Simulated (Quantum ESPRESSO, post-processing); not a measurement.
# 1T-PtSe2, 1 layer: a series in the share of short-range exact exchange, part 2 of 2

What law, if any, do the results for 1T-PtSe2, 1 layer follow against the share of short-range exact exchange?

Quantum ESPRESSO 7.5; plane-wave DFT, PBE, SG15 norm-conserving pseudopotentials.

So far. Step 2 (Relaxing cell and ions of the reference):  The last row is no step: it is a fresh SCF in the final cell with a new plane-wave basis, +0 meV from the row before.

## 3. Self-consistent run, 0

The self-consistent run of this member.

Level of this step: plane-wave DFT, PBE, SG15 norm-conserving pseudopotentials (Quantum ESPRESSO 7.5).

File m0.scf.in:

```
&control
  prefix = 'm0.scf'
  outdir = './out'
  pseudo_dir = './pseudo'
  calculation = 'scf'
  tprnfor = .true.
/
&system
  ibrav = 0
  nat = 3
  ntyp = 2
  ecutwfc = 60
  ecutrho = 240
  occupations = 'fixed'
  nbnd = 18
/
&electrons
  conv_thr = 1e-08
  mixing_beta = 0.6
  electron_maxstep = 120
/
ATOMIC_SPECIES
  Se  78.9710  Se_ONCV_PBE-1.2.upf
  Pt  195.0840  Pt_ONCV_PBE-1.2.upf
CELL_PARAMETERS angstrom
  3.74554525400000 0.00000000000000 0.00000000000000
  -1.87277262700000 3.24373734100000 0.00000000000000
  0.00000000000000 0.00000000000000 17.26771779500000
ATOMIC_POSITIONS crystal
  Se  0.666666666700 0.333333333300 0.424236160700
  Pt  0.000000000000 0.000000000000 0.500000000000
  Se  0.333333333300 0.666666666700 0.575763839300
K_POINTS automatic
  9 9 1 0 0 0
```

Command:

```console
> OMP_NUM_THREADS=1 mpirun -n 4 pw.x -nk 4 -in m0.scf.in > m0.scf.out
```

The log of the run:

```text
[banner, memory and clock lines left out]
Program PWSCF v.7.5 starts
[citation notice left out]

[...]
Message from routine setup:
[...]
bravais-lattice index     =            0
     lattice parameter (alat)  =       7.0781  a.u.
     unit-cell volume          =    1415.7686 (a.u.)^3
     number of atoms/cell      =            3
     number of atomic types    =            2
     number of electrons       =        30.00
     number of Kohn-Sham states=           18
     kinetic-energy cutoff     =      60.0000  Ry
     charge density cutoff     =     240.0000  Ry
     scf convergence threshold =      1.0E-08
     mixing beta               =       0.6000
     number of iterations used =            8  plain     mixing
     Exchange-correlation= PBE
                           (   1   4   3   4   0   0   0)

[...]
PseudoPot. # 1 for Se read from file:
     ./pseudo/Se_ONCV_PBE-1.2.upf
     Pseudo is Norm-conserving, Zval =  6.0
     Generated using ONCVPSP code by D. R. Hamann
     Using radial grid of  602 points,  6 beta functions with:
                l(1) =   0
                l(2) =   0
                l(3) =   1
                l(4) =   1
                l(5) =   2
                l(6) =   2

     PseudoPot. # 2 for Pt read from file:
     ./pseudo/Pt_ONCV_PBE-1.2.upf
     Pseudo is Norm-conserving, Zval = 18.0
     Generated using ONCVPSP code by D. R. Hamann
     Using radial grid of  602 points,  8 beta functions with:
                l(1) =   0
                l(2) =   0
                l(3) =   1
                l(4) =   1
                l(5) =   2
                l(6) =   2
                l(7) =   3
                l(8) =   3

     atomic species   valence    mass     pseudopotential
     Se                6.00    78.97100     Se( 1.00)
     Pt               18.00   195.08400     Pt( 1.00)

     12 Sym. Ops., with inversion, found

[...]
number of k points=    12
[...]
Dense  grid:    88955 G-vectors     FFT dimensions: (  36,  36, 162)

     Initial potential from superposition of free atoms

     starting charge      29.9372, renormalised to      30.0000

     negative rho (up, down):  1.524E-04 0.000E+00
     Starting wfcs are random

     per-process dynamical memory:    69.1 Mb

     Self-consistent Calculation

     iteration #  1     ecut=    60.00 Ry     beta= 0.60
     Davidson diagonalization with overlap
     ethr =  1.00E-02,  avg # of iterations = 12.9

     Threshold (ethr) on eigenvalues was too large:
     Diagonalizing with lowered threshold

     Davidson diagonalization with overlap
     ethr =  1.15E-04,  avg # of iterations =  4.0

     negative rho (up, down):  7.643E-06 0.000E+00

     total energy              =    -280.52355137 Ry
     estimated scf accuracy    <       0.03129146 Ry

     iteration #  2     ecut=    60.00 Ry     beta= 0.60
[...]
negative rho (up, down):  3.519E-07 0.000E+00

[...]
total energy              =    -280.52417382 Ry
     estimated scf accuracy    <       0.00445993 Ry

     iteration #  3     ecut=    60.00 Ry     beta= 0.60
[...]
negative rho (up, down):  5.447E-08 0.000E+00

[...]
total energy              =    -280.52380162 Ry
     estimated scf accuracy    <       0.00426704 Ry

     iteration #  4     ecut=    60.00 Ry     beta= 0.60
[...]
total energy              =    -280.52467135 Ry
     estimated scf accuracy    <       0.00030288 Ry

     iteration #  5     ecut=    60.00 Ry     beta= 0.60
[...]
total energy              =    -280.52471318 Ry
     estimated scf accuracy    <       0.00000558 Ry

     iteration #  6     ecut=    60.00 Ry     beta= 0.60
[...]
total energy              =    -280.52471522 Ry
     estimated scf accuracy    <       0.00000082 Ry

     iteration #  7     ecut=    60.00 Ry     beta= 0.60
[...]
total energy              =    -280.52471544 Ry
     estimated scf accuracy    <       0.00000008 Ry

     iteration #  8     ecut=    60.00 Ry     beta= 0.60
[...]
End of self-consistent calculation

          k = 0.0000 0.0000 0.0000 ( 11079 PWs)   bands (ev):

   -99.6353 -53.7591 -53.7591 -53.6883 -15.0035 -13.2324  -6.0879  -6.0879
    -6.0606  -3.8524  -3.8524  -2.2712  -1.6391  -1.0861  -1.0861   1.8779
     1.8779   3.4271

          k = 0.0000 0.1283 0.0000 ( 11109 PWs)   bands (ev):

   -99.6353 -53.7604 -53.7594 -53.6881 -14.8753 -13.2429  -6.1043  -6.0096
    -5.9338  -4.0453  -3.9440  -2.6847  -1.4240  -1.1498  -1.0921   1.1153
     1.6995   3.8582

[...]
highest occupied, lowest unoccupied level (ev):    -1.0861    0.3058

!    total energy              =    -280.52471545 Ry
     estimated scf accuracy    <          1.2E-09 Ry

     The total energy is the sum of the following terms:
     one-electron contribution =   -1038.86653427 Ry
     hartree contribution      =     516.12410127 Ry
     xc contribution           =     -31.42477452 Ry
     ewald contribution        =     273.64249206 Ry

     convergence has been achieved in   8 iterations

     Forces acting on atoms (cartesian axes, Ry/au):

     atom    1 type  1   force =     0.00000000    0.00000000   -0.00105695
     atom    2 type  2   force =    -0.00000000    0.00000000    0.00000000
     atom    3 type  1   force =     0.00000000    0.00000000    0.00105695

     Total force =     0.001495     Total SCF correction =     0.000032

[...]
```

Run time: 14 s. Hardware: 4 MPI ranks of Arm Neoverse V1, shared host; peak memory 0.46 GiB; 54 s of CPU time.

Read from the output:

```
free energy                          : -3816.7332 eV
valence top, on the run's zero       : -1.086 eV
conduction bottom, on the run's zero : 0.3058 eV
gap by band count                    : 1.392 eV
```

## 4. Electrostatic potential, 0

plot_num = 11 writes the bare and Hartree potential, from which vacuum levels or, in a crystal, the mean potential are read.

File m0.pot.in:

```
&inputpp
  prefix = 'm0.scf'
  outdir = './out'
  filplot = 'm0.pot.dat'
  plot_num = 11
/
```

Command:

```console
> OMP_NUM_THREADS=1 mpirun -n 4 pp.x -in m0.pot.in > m0.pot.out
```

The log of the run:

```text
[banner, memory and clock lines left out]
Program POST-PROC v.7.5 starts

          URL

     ./out/m0.scf.save/

     IMPORTANT: XC functional enforced from input :
     Exchange-correlation= PBE
                           (   1   4   3   4   0   0   0)
     Any further DFT definition will be discarded
     Please, verify this is what you really want

     Calling punch_plot, plot_num =  11
     Writing data to file  m0.pot.dat
     Message from routine chdens:
     namelist plot not found or invalid, exiting
```

Wall time 0.76 s (4 MPI ranks); peak memory 0.09 GiB; 2.7 s of CPU time.

Read from the output:

```
potential in the middle of the vacuum, over the valence top : 5.724 eV
```

Electrostatic potential energy of an electron; zero at the highest filled level of the SCF mesh. Potential energy, planar mean against z:

```tsv
z (Å)	potential energy, planar mean (eV)
0	5.72
1	5.72
2	5.72
3	5.72
4	5.72
5	5.67
6	4.84
7	-7.86
8	-7.70
9	-13.8
10	-12.7
11	3.80
12	5.61
13	5.72
14	5.72
15	5.72
16	5.72
17	5.72
```

## 5. SCF with pw.x, 0.1

Level of this step: plane-wave DFT, screened hybrid with 0.1 exact exchange, SG15 norm-conserving pseudopotentials (Quantum ESPRESSO 7.5). input_dft overrides the functional of the files.

m1.scf.in, as its differences from the input of step 3:

```diff
@@ -1,3 +1,3 @@
 &control
-  prefix = 'm0.scf'
+  prefix = 'm1.scf'
   outdir = './out'
@@ -15,2 +15,8 @@
   nbnd = 18
+  input_dft = 'hse'
+  exx_fraction = 0.1
+  nqx1 = 3
+  nqx2 = 3
+  nqx3 = 1
+  ecutfock = 60
 /
```

Command:

```console
> OMP_NUM_THREADS=1 mpirun -n 4 pw.x -nk 4 -in m1.scf.in > m1.scf.out
```

The log of the run:

```text
[banner, memory and clock lines left out]
Program PWSCF v.7.5 starts
[...]
Message from routine setup:
[...]
number of electrons       =        30.00
     number of Kohn-Sham states=           18
     kinetic-energy cutoff     =      60.0000  Ry
     charge density cutoff     =     240.0000  Ry
[...]
number of k points=    12
[...]
Dense  grid:    88955 G-vectors     FFT dimensions: (  36,  36, 162)
[...]
negative rho (up, down):  1.524E-04 0.000E+00
     Starting wfcs are random
[...]
negative rho (up, down):  7.643E-06 0.000E+00
[...]
estimated scf accuracy    <       0.03129146 Ry
[...]
negative rho (up, down):  3.519E-07 0.000E+00
[...]
estimated scf accuracy    <       0.00445993 Ry
[...]
negative rho (up, down):  5.447E-08 0.000E+00
[...]
estimated scf accuracy    <       0.00426704 Ry
[...]
estimated scf accuracy    <       0.00030288 Ry
[...]
estimated scf accuracy    <       0.00000558 Ry
[...]
estimated scf accuracy    <       0.00000082 Ry
[...]
estimated scf accuracy    <       0.00000008 Ry
[...]
highest occupied, lowest unoccupied level (ev):    -1.0861    0.3058
!    total energy              =    -280.52471545 Ry
     estimated scf accuracy    <          1.2E-09 Ry
     convergence has been achieved in   8 iterations
[...]
estimated scf accuracy    <       0.00011871 Ry
[...]
estimated scf accuracy    <       0.00008222 Ry
[...]
estimated scf accuracy    <       0.00003694 Ry
[...]
estimated scf accuracy    <       0.00000020 Ry
[...]
estimated scf accuracy    <       0.00000004 Ry
[...]
highest occupied, lowest unoccupied level (ev):    -1.2702    0.3603
!    total energy              =    -280.49262990 Ry
     estimated scf accuracy    <          1.4E-09 Ry
     convergence has been achieved in   6 iterations
[...]
estimated scf accuracy    <       0.00000218 Ry
[...]
estimated scf accuracy    <       0.00000523 Ry
[...]
estimated scf accuracy    <       0.00000009 Ry
[...]
highest occupied, lowest unoccupied level (ev):    -1.2720    0.3654
!    total energy              =    -280.49269266 Ry
     estimated scf accuracy    <          3.1E-09 Ry
     convergence has been achieved in   4 iterations
[...]
highest occupied, lowest unoccupied level (ev):    -1.2722    0.3657
!    total energy              =    -280.49269321 Ry
     estimated scf accuracy    <          9.9E-09 Ry
     convergence has been achieved in   1 iterations
[...]
!!   total energy              =    -280.49269321 Ry
[...]
Total force =     0.007733     Total SCF correction =     0.000090
[...]
```

Wall time 60 s (4 MPI ranks); peak memory 3.3 GiB.

Read from the output:

- free energy: -3816.2975 eV
- valence top, on the run's zero: -1.272 eV
- conduction bottom, on the run's zero: 0.3657 eV
- gap by band count: 1.638 eV

## 6. SCF with pw.x, 0.3

Level of this step: plane-wave DFT, screened hybrid with 0.3 exact exchange, SG15 norm-conserving pseudopotentials (Quantum ESPRESSO 7.5). input_dft overrides the functional of the files.

m5.scf.in, as its differences from the input of step 5:

```diff
@@ -1,3 +1,3 @@
 &control
-  prefix = 'm1.scf'
+  prefix = 'm5.scf'
   outdir = './out'
@@ -16,3 +16,3 @@
   input_dft = 'hse'
-  exx_fraction = 0.1
+  exx_fraction = 0.3
   nqx1 = 3
```

Command:

```console
> OMP_NUM_THREADS=1 mpirun -n 4 pw.x -nk 4 -in m5.scf.in > m5.scf.out
```

The log of the run:

```text
[banner, memory and clock lines left out]
Program PWSCF v.7.5 starts
[...]
Message from routine setup:
[...]
number of electrons       =        30.00
     number of Kohn-Sham states=           18
     kinetic-energy cutoff     =      60.0000  Ry
     charge density cutoff     =     240.0000  Ry
[...]
number of k points=    12
[...]
Dense  grid:    88955 G-vectors     FFT dimensions: (  36,  36, 162)
[...]
negative rho (up, down):  1.524E-04 0.000E+00
     Starting wfcs are random
[...]
negative rho (up, down):  7.643E-06 0.000E+00
[...]
estimated scf accuracy    <       0.03129146 Ry
[...]
negative rho (up, down):  3.519E-07 0.000E+00
[...]
estimated scf accuracy    <       0.00445993 Ry
[...]
negative rho (up, down):  5.447E-08 0.000E+00
[...]
estimated scf accuracy    <       0.00426704 Ry
[...]
estimated scf accuracy    <       0.00030288 Ry
[...]
estimated scf accuracy    <       0.00000558 Ry
[...]
estimated scf accuracy    <       0.00000082 Ry
[...]
estimated scf accuracy    <       0.00000008 Ry
[...]
highest occupied, lowest unoccupied level (ev):    -1.0861    0.3058
!    total energy              =    -280.52471545 Ry
     estimated scf accuracy    <          1.2E-09 Ry
     convergence has been achieved in   8 iterations
[...]
estimated scf accuracy    <       0.00087371 Ry
[...]
estimated scf accuracy    <       0.00055745 Ry
[...]
estimated scf accuracy    <       0.00017275 Ry
[...]
estimated scf accuracy    <       0.00000087 Ry
[...]
estimated scf accuracy    <       0.00000007 Ry
[...]
highest occupied, lowest unoccupied level (ev):    -1.6391    0.4695
!    total energy              =    -280.43249177 Ry
     estimated scf accuracy    <          7.2E-09 Ry
     convergence has been achieved in   6 iterations
[...]
estimated scf accuracy    <       0.00008536 Ry
[...]
estimated scf accuracy    <       0.00014928 Ry
[...]
estimated scf accuracy    <       0.00000300 Ry
[...]
estimated scf accuracy    <       0.00000006 Ry
[...]
highest occupied, lowest unoccupied level (ev):    -1.6525    0.5077
!    total energy              =    -280.43384428 Ry
     estimated scf accuracy    <          1.1E-09 Ry
     convergence has been achieved in   5 iterations
[...]
estimated scf accuracy    <       0.00000689 Ry
[...]
estimated scf accuracy    <       0.00001257 Ry
[...]
estimated scf accuracy    <       0.00000020 Ry
[...]
highest occupied, lowest unoccupied level (ev):    -1.6559    0.5156
!    total energy              =    -280.43391728 Ry
     estimated scf accuracy    <          5.4E-09 Ry
     convergence has been achieved in   4 iterations
[...]
estimated scf accuracy    <       0.00000035 Ry
[...]
estimated scf accuracy    <       0.00000054 Ry
[...]
estimated scf accuracy    <       0.00000002 Ry
[...]
highest occupied, lowest unoccupied level (ev):    -1.6566    0.5175
!    total energy              =    -280.43392188 Ry
     estimated scf accuracy    <          3.3E-10 Ry
     convergence has been achieved in   4 iterations
[...]
estimated scf accuracy    <       0.00000002 Ry
[...]
estimated scf accuracy    <       0.00000003 Ry
[...]
highest occupied, lowest unoccupied level (ev):    -1.6567    0.5180
!    total energy              =    -280.43392218 Ry
     estimated scf accuracy    <          1.2E-09 Ry
     convergence has been achieved in   3 iterations
[...]
highest occupied, lowest unoccupied level (ev):    -1.6569    0.5179
!    total energy              =    -280.43392219 Ry
     estimated scf accuracy    <          2.9E-09 Ry
     convergence has been achieved in   1 iterations
[...]
!!   total energy              =    -280.43392220 Ry
[...]
Total force =     0.025792     Total SCF correction =     0.000103
[...]
```

The job ended after 99 s (4 MPI ranks; peak memory 3.3 GiB).

Numbers from this step:

| Property | Result |
| --- | --- |
| free energy | -3815.4979 eV |
| valence top, on the run's zero | -1.657 eV |
| conduction bottom, on the run's zero | 0.5179 eV |
| gap by band count | 2.175 eV |

## 7. Self-consistent run, 0.4

Level of this step: plane-wave DFT, screened hybrid with 0.4 exact exchange, SG15 norm-conserving pseudopotentials (Quantum ESPRESSO 7.5). input_dft overrides the functional of the files.

m6.scf.in, as its differences from the input of step 6:

```diff
@@ -1,3 +1,3 @@
 &control
-  prefix = 'm5.scf'
+  prefix = 'm6.scf'
   outdir = './out'
@@ -16,3 +16,3 @@
   input_dft = 'hse'
-  exx_fraction = 0.3
+  exx_fraction = 0.4
   nqx1 = 3
```

Command:

```console
> OMP_NUM_THREADS=1 mpirun -n 4 pw.x -nk 4 -in m6.scf.in > m6.scf.out
```

The log of the run:

```text
[banner, memory and clock lines left out]
Program PWSCF v.7.5 starts
[...]
Message from routine setup:
[...]
number of electrons       =        30.00
     number of Kohn-Sham states=           18
     kinetic-energy cutoff     =      60.0000  Ry
     charge density cutoff     =     240.0000  Ry
[...]
number of k points=    12
[...]
Dense  grid:    88955 G-vectors     FFT dimensions: (  36,  36, 162)
[...]
negative rho (up, down):  1.524E-04 0.000E+00
     Starting wfcs are random
[...]
negative rho (up, down):  7.643E-06 0.000E+00
[...]
estimated scf accuracy    <       0.03129146 Ry
[...]
negative rho (up, down):  3.519E-07 0.000E+00
[...]
estimated scf accuracy    <       0.00445993 Ry
[...]
negative rho (up, down):  5.447E-08 0.000E+00
[...]
estimated scf accuracy    <       0.00426704 Ry
[...]
estimated scf accuracy    <       0.00030288 Ry
[...]
estimated scf accuracy    <       0.00000558 Ry
[...]
estimated scf accuracy    <       0.00000082 Ry
[...]
estimated scf accuracy    <       0.00000008 Ry
[...]
highest occupied, lowest unoccupied level (ev):    -1.0861    0.3058
!    total energy              =    -280.52471545 Ry
     estimated scf accuracy    <          1.2E-09 Ry
     convergence has been achieved in   8 iterations
[...]
estimated scf accuracy    <       0.00141797 Ry
[...]
estimated scf accuracy    <       0.00084243 Ry
[...]
estimated scf accuracy    <       0.00023205 Ry
[...]
estimated scf accuracy    <       0.00000116 Ry
[...]
estimated scf accuracy    <       0.00000007 Ry
[...]
highest occupied, lowest unoccupied level (ev):    -1.8237    0.5240
!    total energy              =    -280.40395896 Ry
     estimated scf accuracy    <          7.7E-09 Ry
     convergence has been achieved in   6 iterations
[...]
estimated scf accuracy    <       0.00020015 Ry
[...]
estimated scf accuracy    <       0.00030557 Ry
[...]
estimated scf accuracy    <       0.00000629 Ry
[...]
estimated scf accuracy    <       0.00000011 Ry
[...]
highest occupied, lowest unoccupied level (ev):    -1.8460    0.5871
!    total energy              =    -280.40684096 Ry
     estimated scf accuracy    <          2.1E-09 Ry
     convergence has been achieved in   5 iterations
[...]
estimated scf accuracy    <       0.00002499 Ry
[...]
estimated scf accuracy    <       0.00004010 Ry
[...]
estimated scf accuracy    <       0.00000061 Ry
[...]
estimated scf accuracy    <       0.00000001 Ry
[...]
highest occupied, lowest unoccupied level (ev):    -1.8527    0.6031
!    total energy              =    -280.40707580 Ry
     estimated scf accuracy    <          3.0E-10 Ry
     convergence has been achieved in   5 iterations
[...]
estimated scf accuracy    <       0.00000280 Ry
[...]
estimated scf accuracy    <       0.00000452 Ry
[...]
estimated scf accuracy    <       0.00000006 Ry
[...]
highest occupied, lowest unoccupied level (ev):    -1.8547    0.6075
!    total energy              =    -280.40709812 Ry
     estimated scf accuracy    <          1.8E-09 Ry
     convergence has been achieved in   4 iterations
[...]
estimated scf accuracy    <       0.00000024 Ry
[...]
estimated scf accuracy    <       0.00000037 Ry
[...]
highest occupied, lowest unoccupied level (ev):    -1.8551    0.6091
!    total energy              =    -280.40710032 Ry
     estimated scf accuracy    <          6.8E-09 Ry
     convergence has been achieved in   3 iterations
[...]
highest occupied, lowest unoccupied level (ev):    -1.8555    0.6091
!    total energy              =    -280.40710054 Ry
     estimated scf accuracy    <          8.5E-09 Ry
     convergence has been achieved in   1 iterations
[...]
highest occupied, lowest unoccupied level (ev):    -1.8552    0.6097
!    total energy              =    -280.40710056 Ry
     estimated scf accuracy    <          9.3E-09 Ry
     convergence has been achieved in   1 iterations
[...]
!!   total energy              =    -280.40710056 Ry
[...]
Total force =     0.034686     Total SCF correction =     0.000217
[...]
```

Run time: 1.8 min. Hardware: 4 MPI ranks; peak memory 3.3 GiB.

Numbers from this step:

| Item | Value |
| --- | --- |
| free energy | -3815.1330 eV |
| valence top, on the run's zero | -1.855 eV |
| conduction bottom, on the run's zero | 0.6097 eV |
| gap by band count | 2.465 eV |

## 8. The series side by side

The series in one table:

```tsv
the share of short-range exact exchange (0.25 is HSE06, 0 is PBE)	gap on the mesh (eV)	vacuum level over the valence top (eV)
0	1.392	5.724
0.1	1.638	5.912
0.15	1.767	6.007
0.2	1.899	6.104
0.25	2.035	6.202
0.3	2.175	6.301
0.4	2.465	6.503
```

## 9. Worked from the printed numbers

A line through all members has gap = 1.373 + 2.683 α eV and misses single members by up to 0.018 eV; a gap of 1.89 eV, 0.5 above the first member's, would need α = (1.89 − 1.373)/2.683 = 0.19.

## 10. What came out

| Property | Result |
| --- | --- |
| gap at a share of 0.25 (HSE06) | 2.04 eV |
| gap on the mesh, at 0 and at 0.4 | 1.39, 2.46 eV |
| vacuum level over the valence top, at 0 and at 0.4 | 5.72, 6.50 eV |

In words: The series holds 7 members; gap at a share of 0.25 (HSE06): 2.04 eV. From 0 to 0.4 the gap on the mesh rises from 1.39 to 2.46 eV. From 0 to 0.4 the vacuum level over the valence top rises from 5.72 to 6.50 eV. The valence top sinks by 1.95 eV and the gap opens by 2.68 eV per unit share, so the valence top carries 73 % of the opening. Gaps are those of the mesh; no spin-orbit coupling; the q mesh was not tested; the geometry stays that of PBE.

[Logs are printed without paths, hosts, clocks, repeated set-up lines and the standing remarks that a program may print on its own settings, such as how far it seeks lower states.]

[Hosts, paths, dates, database ids (printed as entryN), source tags and the programs' standing remarks are cut or masked in the printed files.]

[Maps of the electrostatic potential energy from Ansatz leave out the sawtooth potential of an applied field or a dipole correction, so their vacuum need not be flat; planar profiles and work functions include it.]
